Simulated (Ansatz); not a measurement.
# GaN (P6_3mc): converging the G0W0 gap

Aim: see how the G0W0 gap of GaN (P6_3mc) on PBE moves with empty bands and screening cutoff, and what each rung costs.

Calculated with Ansatz 0.2.0; G0W0 on PBE, plane waves, PAW.

Report form: the programs' logs are mostly left out.

The database entry behind the starting cell has ideal inner coordinates that were not refined, so it need not match the best structure at ambient conditions.

### 1. The starting structure

The structure is hexagonal, space group P6_3mc (No. 186). Conventional cell: a = 3.190 Å, b = 3.190 Å, c = 5.189 Å, α = 90.00°, β = 90.00°, γ = 120.00°. Nearest to Ga lie 4 N at 1.95 Å. Nearest to N lie 4 Ga at 1.95 Å. Farther neighbours and most contacts between anions are not listed.

As a file:

```cif
data_structure
_symmetry_space_group_name_H-M 'P6_3mc'
_symmetry_Int_Tables_number 186
_cell_length_a 3.1900
_cell_length_b 3.1900
_cell_length_c 5.1890
_cell_angle_alpha 90.000
_cell_angle_beta 90.000
_cell_angle_gamma 120.000
_cell_volume 45.73
loop_
_atom_site_label
_atom_site_type_symbol
_atom_site_symmetry_multiplicity
_atom_site_Wyckoff_symbol
_atom_site_fract_x
_atom_site_fract_y
_atom_site_fract_z
_atom_site_occupancy
Ga1 Ga 2 b 0.66667 0.33333 0.00000 1
N1 N 2 b 0.66667 0.33333 0.37500 1
```

The cell and positions come from the Crystallography Open Database and are kept as given unless a step says otherwise. The default PAW set here is soft_1. Its files were made with PBE.

### 2. 48 empty bands, screening to 60 eV

Now the one-shot GW correction: screening in the RPA, then the self-energy of the levels asked for.

Input file input.yaml:

```yaml
crystal:
  lattice:
    - [3.19, 0.0, 0.0]
    - [-1.595, 2.7626210381, 0.0]
    - [0.0, 0.0, 5.189]
  atoms:
    - { symbol: Ga, position: [0.6666666667, 0.3333333333, 0.0] }
    - { symbol: Ga, position: [0.3333333333, 0.6666666667, 0.5] }
    - { symbol: "N", position: [0.6666666667, 0.3333333333, 0.375] }
    - { symbol: "N", position: [0.3333333333, 0.6666666667, 0.875] }
kpoints:
  mp_grid: { grid: [6, 6, 4] }
hamiltonian:
  xc: pbe
  pseudopotentials: { kind: paw, azcp: { folder: "./paw" } }
scf:
  occupations: { method: fixed }
gw:
  n_empty_bands: 48
  ecut_chi: 60
  qp_bands: [v2, c2]
  qp_kpoints: band_edges
  screening: { model: contour_deformation }
```

Run with:

```bash
$ ansatz run input.yaml --threads 3 --pin off --max-ram 92160MiB --backend cuda --events-out ev --progress --plain --runs-dir out --devices 1 --max-vram 13GiB
```

Elapsed: 16 s, on 1 × NVIDIA H100 80GB HBM3 (shared by 6 runs) with 3 threads of AMD EPYC 7R13 (Zen 3), shared host; peak memory 0.99 GiB.

Numbers from this step:

```yaml
bands_summed: 66
rpa_eps_infinity_on_this_mesh_eigenvalues: 6.124, 6.124, 6.126
plane_waves_in_the_screening_matrix: 43
q_points_in_the_mesh: 144
g0w0_gap_on_the_mesh: 2.866 eV
k_of_the_valence_top: 0, 0, 0
k_of_the_conduction_bottom: 0, 0, 0
starting_gap_on_the_mesh: 1.890 eV
z_at_the_valence_top: 0.7762
z_at_the_conduction_bottom: 0.8108
least_direct_g0w0_gap_on_the_computed_points: 2.866 eV
```

The gap on the mesh goes from 1.89 eV to 2.87 eV, a correction of +0.98 eV. Between the two edge states, bare exchange in place of the xc potential would open the gap by 7.86 eV, and correlation takes back 6.88 eV.

### 3. 136 empty bands, screening to 120 eV

Another rung: the empty bands reach about as high as the screening cutoff, so the two stay in balance.

input.yaml, as its differences from that of step 2:

```diff
@@ -18,4 +18,4 @@
 gw:
-  n_empty_bands: 48
-  ecut_chi: 60
+  n_empty_bands: 136
+  ecut_chi: 120
   qp_bands: [v2, c2]
```

Run time: 19 s. Hardware: 1 × NVIDIA H100 80GB HBM3 (shared by 6 runs) with 3 threads; peak memory 1.2 GiB; 13 s of CPU time.

Numbers from this step:

* bands summed: 154
* RPA ε∞ on this mesh (eigenvalues): 5.991, 6.035, 6.035
* plane waves in the screening matrix: 135
* q-points in the mesh: 144
* G0W0 gap on the mesh: 3.012 eV
* k of the valence top: 0, 0, 0
* k of the conduction bottom: 0, 0, 0
* starting gap on the mesh: 1.890 eV
* Z at the valence top: 0.7706
* Z at the conduction bottom: 0.8050
* least direct G0W0 gap on the computed points: 3.012 eV

Against the run with 6×6×4 mesh, 48 empty bands, screening to 60 eV, the gap moves by +0.15 eV.

### 4. 293 empty bands, screening to 200 eV

input.yaml, as its differences from that of step 3:

```diff
@@ -18,4 +18,4 @@
 gw:
-  n_empty_bands: 136
-  ecut_chi: 120
+  n_empty_bands: 293
+  ecut_chi: 200.0
   qp_bands: [v2, c2]
```

Run time: 37 s. Hardware: 1 × NVIDIA H100 80GB HBM3 (shared by 6 runs) with 3 threads; peak memory 1.5 GiB; 25 s of CPU time.

This step gave:

| Item | Value |
| --- | --- |
| bands summed | 311 |
| RPA ε∞ on this mesh (eigenvalues) | 5.962, 5.997, 5.997 |
| plane waves in the screening matrix | 311 |
| G0W0 gap on the mesh | 3.048 eV |
| k of the valence top | 0, 0, 0 |
| k of the conduction bottom | 0, 0, 0 |
| starting gap on the mesh | 1.890 eV |
| least direct G0W0 gap on the computed points | 3.048 eV |

Against the run with 6×6×4 mesh, 136 empty bands, screening to 120 eV, the gap moves by +0.04 eV.

### 5. Changing the k mesh: 6×6×2 mesh, 136 empty bands, screening to 120 eV

Only the mesh changes. It samples the long-range screening, which converges on its own terms. Bands and cutoff differ from the step before, so it is read against an earlier run that matches them.

input.yaml, as its differences from that of step 4:

```diff
@@ -11,3 +11,3 @@
 kpoints:
-  mp_grid: { grid: [6, 6, 4] }
+  mp_grid: { grid: [6, 6, 2] }
 hamiltonian:
@@ -18,4 +18,4 @@
 gw:
-  n_empty_bands: 293
-  ecut_chi: 200.0
+  n_empty_bands: 136
+  ecut_chi: 120
   qp_bands: [v2, c2]
```

The job ended after 17 s (1 × NVIDIA H100 80GB HBM3 (shared by 6 runs) with 3 threads; peak memory 1.1 GiB).

This step gave:

```yaml
bands_summed: 154
rpa_eps_infinity_on_this_mesh_eigenvalues: 6.463, 6.463, 6.567
plane_waves_in_the_screening_matrix: 135
g0w0_gap_on_the_mesh: 2.976 eV
k_of_the_valence_top: 0, 0, 0
k_of_the_conduction_bottom: 0, 0, 0
starting_gap_on_the_mesh: 1.891 eV
least_direct_g0w0_gap_on_the_computed_points: 2.976 eV
```

Against the run with 6×6×4 mesh, 136 empty bands, screening to 120 eV, the gap moves by −0.04 eV.

### 6. Changing the frequency model: 6×6×4 mesh, 136 empty bands, screening to 120 eV, plasmon pole

A plasmon pole stands in for the full frequency dependence of the screening; this run shows what that costs in accuracy.

input.yaml, as its differences from that of step 5:

```diff
@@ -11,3 +11,3 @@
 kpoints:
-  mp_grid: { grid: [6, 6, 2] }
+  mp_grid: { grid: [6, 6, 4] }
 hamiltonian:
@@ -22,2 +22,2 @@
   qp_kpoints: band_edges
-  screening: { model: contour_deformation }
+  screening: { model: godby_needs }
```

The job ended after 39 s (1 × NVIDIA H100 80GB HBM3 (shared by 6 runs) with 3 threads; peak memory 1.3 GiB).

Numbers from this step:

```yaml
bands_summed: 154
plasmon_pole_fit_frequency: 32.95 eV
rpa_eps_infinity_on_this_mesh_eigenvalues: 5.991, 6.035, 6.035
plane_waves_in_the_screening_matrix: 135
g0w0_gap_on_the_mesh: 3.007 eV
k_of_the_valence_top: 0, 0, 0
k_of_the_conduction_bottom: 0, 0, 0
starting_gap_on_the_mesh: 1.890 eV
least_direct_g0w0_gap_on_the_computed_points: 3.007 eV
```

Against the run with 6×6×4 mesh, 136 empty bands, screening to 120 eV, the gap moves by −0.005 eV.

### 7. Changing the files: 6×6×4 mesh, 136 empty bands, screening to 120 eV, hard PAW files

Other atomic data (hard PAW) test the pseudisation: the cutoff goes from 420 to 1020 eV and the valence electrons from 36 to 52, which opens shells that were frozen.

input.yaml, as its differences from that of step 6:

```diff
@@ -14,3 +14,3 @@
   xc: pbe
-  pseudopotentials: { kind: paw, azcp: { folder: "./paw" } }
+  pseudopotentials: { kind: paw, source: ansatz }
 scf:
@@ -22,2 +22,2 @@
   qp_kpoints: band_edges
-  screening: { model: godby_needs }
+  screening: { model: contour_deformation }
```

The job ended after 32 s (1 × NVIDIA H100 80GB HBM3 (shared by 6 runs) with 3 threads; peak memory 1.4 GiB).

Numbers from this step:

* bands summed: 162
* RPA ε∞ on this mesh (eigenvalues): 5.977, 6.019, 6.019
* plane waves in the screening matrix: 135
* G0W0 gap on the mesh: 3.018 eV
* k of the valence top: 0, 0, 0
* k of the conduction bottom: 0, 0, 0
* starting gap on the mesh: 1.905 eV
* least direct G0W0 gap on the computed points: 3.018 eV

Against the run with 6×6×4 mesh, 136 empty bands, screening to 120 eV, the gap moves by +0.007 eV.

### 8. Side by side

Times are wall times on 1 × NVIDIA H100 80GB HBM3 (shared by 6 runs) with 3 threads of AMD EPYC 7R13 (Zen 3), shared host, good to a factor of about two.

| mesh | files | frequency | bands summed | cutoff (eV) | start (eV) | G0W0 (eV) | time | host memory (GiB) |
| --- | --- | --- | --- | --- | --- | --- | --- | --- |
| 6×6×4 | default PAW | contour deformation | 66 | 60 | 1.890 | 2.866 | 16 s | 0.99 |
| 6×6×4 | default PAW | contour deformation | 154 | 120 | 1.890 | 3.012 | 19 s | 1.2 |
| 6×6×4 | default PAW | contour deformation | 311 | 200 | 1.890 | 3.048 | 37 s | 1.5 |
| 6×6×2 | default PAW | contour deformation | 154 | 120 | 1.891 | 2.976 | 17 s | 1.1 |
| 6×6×4 | default PAW | plasmon pole | 154 | 120 | 1.890 | 3.007 | 39 s | 1.3 |
| 6×6×4 | hard PAW | contour deformation | 162 | 120 | 1.905 | 3.018 | 32 s | 1.4 |

How the two edges are built up, in eV (the quasiparticle level is the starting level plus Σx plus Σc less Vxc):

| run | edge | start | Σx | Σc | Vxc | Z | QP |
| --- | --- | --- | --- | --- | --- | --- | --- |
| 66 bands | valence top | 9.68 | -23.86 | 3.51 | -20.23 | 0.78 | 9.56 |
| 66 bands | conduction bottom | 11.57 | -11.54 | -3.37 | -15.77 | 0.81 | 12.43 |
| 154 bands | valence top | 9.68 | -23.86 | 3.11 | -20.23 | 0.77 | 9.17 |
| 154 bands | conduction bottom | 11.57 | -11.54 | -3.62 | -15.77 | 0.81 | 12.18 |
| 311 bands | valence top | 9.68 | -23.86 | 2.87 | -20.23 | 0.77 | 8.92 |
| 311 bands | conduction bottom | 11.57 | -11.54 | -3.83 | -15.77 | 0.80 | 11.97 |

### 9. Outcome

- 66 bands, 60 eV: 2.866 eV
- 154 bands, 120 eV: 3.012 eV
- 311 bands, 200 eV: 3.048 eV
- estimated limit in bands and cutoff: 3.08 eV
- mesh and start: 6×6×4, PBE

**Reading.** A line in one over the bands through the two highest rungs gives 3.08 eV, +0.04 eV from the top rung; the pair below gives 3.12 eV, so the series converges faster than that law. The rungs stand 0.22 eV (66 bands), 0.07 eV (154 bands) and 0.04 eV (311 bands) from it. From 66 to 311 bands the gap moves by +0.18 eV while the time grows 2.4-fold. Σc changes by −0.64 eV at the valence top and −0.46 eV at the conduction bottom, so the levels themselves move more than the gap between them. On the 6×6×2 mesh in place of 6×6×4 the gap differs by −0.04 eV, of which +0.001 eV is already in the start. The plasmon-pole model gives −0.005 eV against contour deformation, 0 % of the correction, and saved no time in this program. Hard PAW files move the gap by +0.01 eV at equal bands and cutoff, +0.01 eV of it in the start. The cheapest rung within 0.1 eV of this estimate is that with 154 bands (19 s). The many-body steps are scalar-relativistic: spin-orbit coupling is not in them.

[Paths, hosts, dates, memory and timing lines, banners, echoed tables and standing remarks are left out of the program output.]

[Logs are printed without paths, hosts, clocks, repeated set-up lines and the standing remarks that a program may print on its own settings, such as how far it seeks lower states.]

[Runs of the session that timed out or met a known fault of the program may be left out.]

[Cells called generated may have been cut or substituted from an entry of the Crystallography Open Database or the Materials Project.]

[Hosts, paths, dates, database ids (printed as entryN), source tags and the programs' standing remarks are cut or masked in the printed files.]
